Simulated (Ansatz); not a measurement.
# Th3P4 (I-43d): from the cell to its phonons

Wanted: phonon frequencies of Th3P4 (I-43d) and what follows from them.

Program: Ansatz 0.2.0. Level of theory: DFT PBEsol, scalar-relativistic, plane waves, PAW. Results are calculated unless marked as measured.

This is a report of a sequence of runs, with most program output left out.

The database entry behind the starting cell is an old determination (1939), so it need not match the best structure at ambient conditions.

## Step 1: The structure

The structure is cubic, space group I-43d (No. 220). The conventional cell has a = 8.600 Å, b = 8.600 Å, c = 8.600 Å, α = 90.00°, β = 90.00°, γ = 90.00°. Th has 8 P at 2.97 to 2.98 Å nearest. Nearest to P lie 6 Th at 2.97 to 2.98 Å. Farther neighbours are not listed.

## Step 2: Bringing the structure to rest

The volume is held at the value of the starting cell, while the atoms and the shape relax as far as symmetry allows.

Contents of input.yaml:

```yaml
crystal:
  lattice:
    - [-4.3, 4.3, 4.3]
    - [4.3, -4.3, 4.3]
    - [4.3, 4.3, -4.3]
  atoms:
    - { symbol: Th, position: [0.25, 0.625, 0.375] }
    - { symbol: Th, position: [0.375, 0.25, 0.625] }
    - { symbol: Th, position: [0.75, 0.875, 0.125] }
    - { symbol: Th, position: [0.125, 0.75, 0.875] }
    - { symbol: Th, position: [0.625, 0.375, 0.25] }
    - { symbol: Th, position: [0.875, 0.125, 0.75] }
    - { symbol: P, position: [0.166, 0.166, 0.166] }
    - { symbol: P, position: [0.834, 0.5, 0.0] }
    - { symbol: P, position: [0.5, 0.0, 0.334] }
    - { symbol: P, position: [0.0, 0.834, 0.5] }
    - { symbol: P, position: [0.334, 0.5, 0.0] }
    - { symbol: P, position: [0.666, 0.666, 0.666] }
    - { symbol: P, position: [0.0, 0.334, 0.5] }
    - { symbol: P, position: [0.5, 0.0, 0.834] }
kpoints:
  mp_grid: { grid: [6, 6, 6] }
hamiltonian:
  xc: pbesol
scf:
  occupations: { method: gaussian, width: 0.01 }
output:
  forces: true
  stress: true
  eigenvalues: true
relax:
  adjacent_minimum: "off"
  f_tol: 0.005
  max_steps: 80
```

Launch:

```sh
$ ansatz run input.yaml --threads 5 --pin off --max-ram 40960MiB --backend cuda --events-out ev --progress --plain --runs-dir out
```

It took 8 s on 1 × NVIDIA H100 80GB HBM3 with 5 threads of AMD EPYC 7R13 (Zen 3), shared host; peak memory 1.1 GiB; 21 s of CPU time.

Step by step:

| step | energy less that of the first step (eV) | largest force component (eV/Å) |
| --- | --- | --- |
| 1 | 0.0000 | 0.1702 |
| 2 | -0.0097 | 0.1476 |
| 3 | -0.0573 | 0.0078 |
| 4 | -0.0575 | 0.0003 |

Forces are held to the 24 operations that the run works with; a distortion that breaks them can't arise in this run.

The atoms that moved most (Å):

| atom | dx | dy | dz | length |
| --- | --- | --- | --- | --- |
| P8 | -0.028 | 0.028 | 0.028 | 0.049 |
| P14 | 0.028 | 0.028 | -0.028 | 0.049 |
| P12 | -0.028 | -0.028 | -0.028 | 0.049 |
| P10 | 0.028 | -0.028 | 0.028 | 0.049 |
| P7 | -0.028 | -0.028 | -0.028 | 0.049 |
| P9 | 0.028 | 0.028 | -0.028 | 0.049 |
| P13 | 0.028 | -0.028 | 0.028 | 0.049 |
| P11 | -0.028 | 0.028 | 0.028 | 0.049 |

Final coordinates:

```cif
data_structure
_symmetry_space_group_name_H-M 'P 1'
_symmetry_Int_Tables_number 1
_cell_length_a 7.4478
_cell_length_b 7.4478
_cell_length_c 7.4478
_cell_angle_alpha 109.471
_cell_angle_beta 109.471
_cell_angle_gamma 109.471
_cell_volume 318.03
loop_
_atom_site_label
_atom_site_type_symbol
_atom_site_fract_x
_atom_site_fract_y
_atom_site_fract_z
_atom_site_occupancy
Th1 Th 0.25000 0.62500 0.37500 1
Th2 Th 0.37500 0.25000 0.62500 1
Th3 Th 0.75000 0.87500 0.12500 1
Th4 Th 0.12500 0.75000 0.87500 1
Th5 Th 0.62500 0.37500 0.25000 1
Th6 Th 0.87500 0.12500 0.75000 1
P7 P 0.15939 0.15939 0.15939 1
P8 P 0.84061 0.50000 0.00000 1
P9 P 0.50000 0.00000 0.34061 1
P10 P 0.00000 0.84061 0.50000 1
P11 P 0.34061 0.50000 0.00000 1
P12 P 0.65939 0.65939 0.65939 1
P13 P 0.00000 0.34061 0.50000 1
P14 P 0.50000 0.00000 0.84061 1
```

Numbers from this step:

* pressure: -1.982 GPa
* gap on the k-mesh: 0.1681 eV
* volume per atom: 22.72 Å³
* direct gap on mesh: 0.4277 eV

The relaxation ends 4.1 meV an atom lower, with a largest force component of 3.4e-4 eV/Å.

## Step 3: Relaxing to small forces for the phonons

At the same fixed volume the relaxation is repeated with tight tolerances, on the k mesh and occupations of the phonon run that follows.

Contents of input.yaml:

```yaml
crystal:
  lattice:
    - [-4.3, 4.3, 4.3]
    - [4.3, -4.3, 4.3]
    - [4.3, 4.3, -4.3]
  atoms:
    - { symbol: Th, position: [0.25, 0.625, 0.375] }
    - { symbol: Th, position: [0.375, 0.25, 0.625] }
    - { symbol: Th, position: [0.75, 0.875, 0.125] }
    - { symbol: Th, position: [0.125, 0.75, 0.875] }
    - { symbol: Th, position: [0.625, 0.375, 0.25] }
    - { symbol: Th, position: [0.875, 0.125, 0.75] }
    - { symbol: P, position: [0.1593944175, 0.1593944175, 0.1593944175] }
    - { symbol: P, position: [0.8406055825, 0.5, 0.0] }
    - { symbol: P, position: [0.5, 0.0, 0.3406055825] }
    - { symbol: P, position: [0.0, 0.8406055825, 0.5] }
    - { symbol: P, position: [0.3406055825, 0.5, 0.0] }
    - { symbol: P, position: [0.6593944175, 0.6593944175, 0.6593944175] }
    - { symbol: P, position: [0.0, 0.3406055825, 0.5] }
    - { symbol: P, position: [0.5, 0.0, 0.8406055825] }
kpoints:
  mp_grid: { grid: [6, 6, 6] }
hamiltonian:
  xc: pbesol
scf:
  occupations: { method: gaussian, width: 0.01 }
output:
  forces: true
  stress: true
  eigenvalues: true
relax:
  adjacent_minimum: "off"
  f_tol: 0.001
  max_steps: 60
```

The job ended after 3.6 s (1 × NVIDIA H100 80GB HBM3 with 5 threads; peak memory 1.1 GiB; 6 s of CPU time).

No atom moved by 0.005 Å in the relaxation.

The largest force component left is 0.34 meV/Å. The volume is held at 22.72 Å³/atom, so a pressure of -1.98 GPa remains at this level.

## Step 4: Modes at Γ

The zone centre comes first: it holds the modes that light can see, as far as symmetry allows. No field response is asked.

input.yaml, as its differences from that of step 3:

```diff
@@ -27,8 +27,4 @@
 output:
-  forces: true
-  stress: true
   eigenvalues: true
-relax:
-  adjacent_minimum: "off"
-  f_tol: 0.001
-  max_steps: 60
+phonons:
+  method: dfpt
```

Wall time 12 s (1 × NVIDIA H100 80GB HBM3 with 5 threads); peak memory 2.6 GiB.

Numbers from this step:

| Property | Result |
| --- | --- |
| sum-rule residual before enforcement | 2.67e-5 eV/Å² |
| point group | -43m |
| highest optical mode at the zone centre (no LO-TO term) | 293.2 cm⁻¹ |
| lowest optical zone-centre mode | 80.04 cm⁻¹ |

Without the LO-TO term. Patterns of degenerate modes are one choice out of their space. Modes at Γ, with each element's share of the kinetic energy; the lowest 24 and highest 6 of 42:

| mode | frequency (cm⁻¹) | symmetry | Th % | P % |
| --- | --- | --- | --- | --- |
| 1 | 0.0 | acoustic | 85 | 15 |
| 2 | 0.0 | acoustic | 85 | 15 |
| 3 | 0.0 | acoustic | 85 | 15 |
| 4 | 80.0 | T2 | 99 | 1 |
| 5 | 80.0 | T2 | 99 | 1 |
| 6 | 80.0 | T2 | 99 | 1 |
| 7 | 88.1 | E | 99 | 1 |
| 8 | 88.1 | E | 99 | 1 |
| 9 | 88.8 | T1 | 98 | 2 |
| 10 | 88.8 | T1 | 98 | 2 |
| 11 | 88.8 | T1 | 98 | 2 |
| 12 | 107.9 | T1 | 95 | 5 |
| 13 | 107.9 | T1 | 95 | 5 |
| 14 | 107.9 | T1 | 95 | 5 |
| 15 | 109.4 | A2 | 97 | 3 |
| 16 | 124.9 | T2 | 98 | 2 |
| 17 | 124.9 | T2 | 98 | 2 |
| 18 | 124.9 | T2 | 98 | 2 |
| 19 | 216.9 | T2 | 8 | 92 |
| 20 | 216.9 | T2 | 8 | 92 |
| 21 | 216.9 | T2 | 8 | 92 |
| 22 | 218.2 | T1 | 2 | 98 |
| 23 | 218.2 | T1 | 2 | 98 |
| 24 | 218.2 | T1 | 2 | 98 |
| 37 | 272.2 | E | 1 | 99 |
| 38 | 272.2 | E | 1 | 99 |
| 39 | 272.8 | A2 | 3 | 97 |
| 40 | 293.2 | T1 | 1 | 99 |
| 41 | 293.2 | T1 | 1 | 99 |
| 42 | 293.2 | T1 | 1 | 99 |

Displacements in mode 5 (80.0 cm⁻¹), the largest set to 1:
```
Th1  0.01 -0.72 -0.71
Th2  0.45  0.54  0.16
Th3  0.01  0.18  1.00
Th4 -0.46  0.54  0.13
Th5  0.85 -0.29 -0.28
Th6 -0.86 -0.26 -0.28
P7  -0.21  0.10  0.10
P8  -0.19 -0.04 -0.17
P9  -0.10 -0.06 -0.12
P10 -0.03  0.08  0.15
P11  0.21  0.10  0.10
P12  0.19 -0.04 -0.16
P13  0.10 -0.07 -0.12
P14  0.03  0.07  0.14
```

Displacements in mode 42 (293.2 cm⁻¹), the largest set to 1:
```
Th1  0.00 -0.03  0.01
Th2 -0.04  0.00 -0.01
Th3  0.00 -0.03  0.02
Th4 -0.04  0.00 -0.02
Th5  0.04  0.03  0.00
Th6  0.04  0.03  0.00
P7  -0.29 -0.36  0.39
P8  -0.72  1.00  0.85
P9  -0.16  0.14 -0.64
P10 -0.22  0.87 -0.60
P11  0.95 -0.70 -0.93
P12  0.07 -0.31  0.51
P13  0.82 -0.19  0.67
P14 -0.44 -0.44 -0.26
```

Before it was imposed, the acoustic sum rule was missed by 2.7e-5 eV/Å². Small misses are needed for a sound result but don't prove that mesh and cutoff are converged. The lowest optical mode is real, 80.0 cm⁻¹.

## Step 5: The dispersion

Stability and thermal properties need the whole zone. Linear response on a 2×2×2 q mesh gives force constants as far as a supercell of that size would.

input.yaml, as its differences from that of step 4:

```diff
@@ -30 +30,8 @@
   method: dfpt
+  qmesh: [2, 2, 2]
+  temperatures: { t_max: 400, t_step: 50 }
+  qpath:
+    path:
+      - [[0.0, 0.0, 0.0], [0.5, -0.5, 0.5], [0.0, 0.0, 0.5], [0.0, 0.0, 0.0], [0.25, 0.25, 0.25], [0.5, -0.5, 0.5]]
+      - [[0.25, 0.25, 0.25], [0.0, 0.0, 0.5]]
+    npoints: 10
```

It took 88 s on 1 × NVIDIA H100 80GB HBM3 with 5 threads; peak memory 6.1 GiB; 5 min of CPU time.

Numbers from this step:

- sum-rule residual before enforcement: 8.59e-6 eV/Å²
- lowest frequency on the path: 0 cm⁻¹
- highest frequency on the path or at a solved wavevector: 296.9 cm⁻¹
- mean frequency: 179.3 cm⁻¹
- Debye temperature (second moment): 366 K
- logarithmic mean frequency: 157 cm⁻¹
- lowest mode on the q mesh (acoustic modes at Γ apart): 59.37 cm⁻¹
- zero-point energy per atom: 33.35 meV
- heat capacity at 300 K: 23.21 J/(mol atoms K)
- vibrational entropy at 300 K: 32.91 J/(mol atoms K)
- edges of the widest gap between branches, on path and mesh: 129.4, 199.4 cm⁻¹

Frequencies (cm⁻¹) solved at each irreducible wavevector; negative means imaginary. Frequencies by wavevector, by row:

| q in reciprocal lattice units | star | mode 1 | mode 2 | mode 3 | mode 4 | mode 40 | mode 41 | mode 42 |
| --- | --- | --- | --- | --- | --- | --- | --- | --- |
| 0 0 0 | 1 | 0 | 0 | 0 | 80 | 293.2 | 293.2 | 293.2 |
| 0 0 -0.5 | 6 | 59.4 | 59.4 | 64.4 | 64.4 | 284.7 | 292.1 | 292.1 |
| -0.5 -0.5 -0.5 | 1 | 74.6 | 74.6 | 74.6 | 74.6 | 279 | 279 | 279 |

Interpolated from a 2×2×2 q mesh, with the LO-TO term (at Γ the limit along the path; where Γ stands inside the path, tables give the limit on arrival). Phonon branches along the path, in cm⁻¹:

| point | branch 1 | branch 2 | branch 3 | branch 4 | branch 39 | branch 40 | branch 41 | branch 42 |
| --- | --- | --- | --- | --- | --- | --- | --- | --- |
| Γ | 0 | 0 | 0 | 80 | 280 | 293 | 293 | 293 |
| halfway | 47 | 47 | 72 | 76 | 282 | 284 | 284 | 296 |
| H | 75 | 75 | 75 | 75 | 279 | 279 | 279 | 279 |
| halfway | 64 | 64 | 68 | 68 | 280 | 280 | 290 | 290 |
| N | 59 | 59 | 64 | 64 | 285 | 285 | 292 | 292 |
| halfway | 35 | 35 | 60 | 75 | 282 | 289 | 293 | 294 |
| Γ | 0 | 0 | 0 | 80 | 280 | 293 | 293 | 293 |
| halfway | 41 | 41 | 71 | 73 | 284 | 292 | 292 | 292 |
| P | 65 | 65 | 67 | 67 | 290 | 290 | 290 | 290 |
| halfway | 64 | 64 | 69 | 69 | 279 | 287 | 290 | 290 |
| H | 75 | 75 | 75 | 75 | 279 | 279 | 279 | 279 |
| jump to P | 65 | 65 | 67 | 67 | 290 | 290 | 290 | 290 |
| halfway | 61 | 61 | 66 | 66 | 288 | 288 | 291 | 291 |
| N | 59 | 59 | 64 | 64 | 285 | 285 | 292 | 292 |

Tetrahedra on a 10×10×10 mesh, mean over bins of 5 cm-1. Interpolated from a 2×2×2 q mesh. Phonon density of states against wavenumber; read off at these points:

| wavenumber (cm⁻¹) | phonon density of states (1/cm⁻¹/cell) |
| --- | --- |
| 2 | 7.0e-5 |
| 12 | 0.00143 |
| 22 | 0.00651 |
| 32 | 0.0159 |
| 42 | 0.0319 |
| 52 | 0.0634 |
| 62 | 0.0933 |
| 72 | 0.196 |
| 78 | 0.438 |
| 82 | 0.319 |
| 88 | 0.395 |
| 92 | 0.258 |
| 102 | 0.235 |
| 112 | 0.181 |
| 122 | 0.171 |
| 132 | 0 |
| 142 | 0 |
| 158 | 0 |
| 168 | 0 |
| 178 | 0 |
| 188 | 0 |
| 198 | 5.7e-4 |
| 208 | 0.136 |
| 212 | 0.375 |
| 218 | 0.248 |
| 228 | 0.375 |
| 232 | 0.437 |
| 238 | 0.321 |
| 248 | 0.196 |
| 258 | 0.493 |
| 268 | 0.214 |
| 278 | 0.0334 |
| 288 | 0.244 |
| 298 | 0.0258 |

The partial phonon density of states has structure finer than the step of the table below, so its rows give means over 10 cm⁻¹, whole bins alone (the curve runs from -10 to 316 cm⁻¹). Peaks (cm⁻¹: height): P 213.3: 0.325, 229.7: 0.442, 258.4: 0.429, 291.2: 0.288; Th 78.1: 0.377, 125.2: 0.239.

Phonopy on the run's constants, 9x9x9 mesh, Gaussian sigma 2.3 cm-1. Interpolated from a 2×2×2 q mesh. Partial phonon density of states against wavenumber; means over each step; values in 1/cm⁻¹/cell:

| wavenumber (cm⁻¹) | P | Th |
| --- | --- | --- |
| 0 | 6.1e-5 | 3.3e-4 |
| 10 | 1.8e-4 | 0.00105 |
| 20 | 7.3e-4 | 0.00434 |
| 30 | 0.00201 | 0.0126 |
| 40 | 0.00344 | 0.0240 |
| 50 | 0.00615 | 0.0496 |
| 60 | 0.00948 | 0.0962 |
| 70 | 0.0144 | 0.211 |
| 80 | 0.0161 | 0.342 |
| 90 | 0.0123 | 0.306 |
| 100 | 0.00889 | 0.211 |
| 110 | 0.00545 | 0.157 |
| 120 | 0.00453 | 0.175 |
| 130 | 0.00229 | 0.124 |
| 140 | 6.7e-6 | 4.1e-4 |
| 150 | 0 | 0 |
| 160 | 0 | 0 |
| 170 | 0 | 0 |
| 180 | 0 | 0 |
| 190 | 8.6e-5 | 5.7e-6 |
| 200 | 0.0296 | 0.00209 |
| 210 | 0.222 | 0.0148 |
| 220 | 0.243 | 0.0117 |
| 230 | 0.386 | 0.0119 |
| 240 | 0.306 | 0.0117 |
| 250 | 0.251 | 0.00987 |
| 260 | 0.355 | 0.0104 |
| 270 | 0.132 | 0.00273 |
| 280 | 0.113 | 0.00557 |
| 290 | 0.244 | 0.00501 |
| 300 | 0.0335 | 2.8e-4 |
| 310 | 5.2e-6 | 0 |

Harmonic thermodynamic functions per atom, from the density of states. Interpolated from a 2×2×2 q mesh. Thermodynamic functions, by row:

| T (K) | F_vib (meV/atom) | S (J/mol-atom/K) | C_V (J/mol-atom/K) |
| --- | --- | --- | --- |
| 0 | 33.35 | 0 | 0 |
| 50 | 32.78 | 3.655 | 6.997 |
| 100 | 28.98 | 11.08 | 14.79 |
| 200 | 10.52 | 23.84 | 21.33 |
| 300 | -19.15 | 32.91 | 23.21 |
| 400 | -56.93 | 39.7 | 23.94 |

Harmonic mean-square displacement, third of the trace. Interpolated from a 2×2×2 q mesh. Mean square displacements, by row:

| T (K) | Th1 U_eq (Å²) | Th2 U_eq (Å²) | Th3 U_eq (Å²) | Th4 U_eq (Å²) | Th5 U_eq (Å²) | Th6 U_eq (Å²) | P7 U_eq (Å²) | P8 U_eq (Å²) | P9 U_eq (Å²) | P10 U_eq (Å²) | P11 U_eq (Å²) | P12 U_eq (Å²) | P13 U_eq (Å²) | P14 U_eq (Å²) |
| --- | --- | --- | --- | --- | --- | --- | --- | --- | --- | --- | --- | --- | --- | --- |
| 0 | 8.40e-4 | 8.40e-4 | 8.40e-4 | 8.40e-4 | 8.40e-4 | 8.40e-4 | 0.00242 | 0.00242 | 0.00242 | 0.00242 | 0.00242 | 0.00242 | 0.00242 | 0.00242 |
| 100 | 0.00174 | 0.00174 | 0.00174 | 0.00174 | 0.00174 | 0.00174 | 0.00299 | 0.00299 | 0.00299 | 0.00299 | 0.00299 | 0.00299 | 0.00299 | 0.00299 |
| 300 | 0.00477 | 0.00477 | 0.00477 | 0.00477 | 0.00477 | 0.00477 | 0.0061 | 0.0061 | 0.0061 | 0.0061 | 0.0061 | 0.0061 | 0.0061 | 0.0061 |
| 600 | 0.00945 | 0.00945 | 0.00945 | 0.00945 | 0.00945 | 0.00945 | 0.01158 | 0.01158 | 0.01158 | 0.01158 | 0.01158 | 0.01158 | 0.01158 | 0.01158 |

Symmetry leaves 3 wavevectors to solve. The lowest mode among them, the acoustic zeros apart, lies at q = (0, 0, -0.5) and is real, 59.4 cm⁻¹.

## Step 6: Summary of results

```yaml
space_group_after_relaxation_within_0p01_a: I-43d
volume_per_atom: 22.7 Å³
gap_on_the_k_mesh: 0.168 eV
highest_optical_mode_at_the_zone_centre_no_lo_to_term: 293 cm⁻¹
lowest_optical_zone_centre_mode: 80.0 cm⁻¹
lowest_mode_on_the_q_mesh_acoustic_modes_at_gamma_apart: 59.4 cm⁻¹
highest_frequency_on_the_path_or_at_a_solved_wavevector: 297 cm⁻¹
zero_point_energy_per_atom: 33.4 meV
heat_capacity_at_300_k: 23.2 J/(mol atoms K)
vibrational_entropy_at_300_k: 32.9 J/(mol atoms K)
debye_temperature_second_moment: 366 K
imaginary_modes_on_the_2x2x2_q_mesh: none
```

**Reading.** The structure is a minimum as far as tested: no mode is imaginary at the 3 irreducible wavevectors of the 2×2×2 mesh, and the softest away from the acoustic zeros lies at 59 cm⁻¹. Without the field, the optical modes at Γ span 80 to 293 cm⁻¹. The highest mode in this list at Γ, 293.2 cm⁻¹, is mostly motion of P (99 % of the kinetic energy). On the path and the mesh, the widest gap between branches runs from 129 to 199 cm⁻¹. The volume was held at that of the database entry and not relaxed, so the modes belong to a cell under -1.98 GPa at this level. The program warns that the interpolation holds no quadrupole term, so branches close to Γ can be off in this crystal. Spin-orbit coupling is left out, which can matter for the heavy elements here. A phonon run warned that its eigensolver left some bands unconverged in a pass. These are harmonic frequencies at zero temperature: anharmonic shifts, linewidths and thermal expansion are left out.

[Logs are printed without paths, hosts, clocks, repeated set-up lines and the standing remarks that a program may print on its own settings, such as how far it seeks lower states.]

[Hosts, paths, dates, database ids (printed as entryN), source tags and the programs' standing remarks are cut or masked in the printed files.]
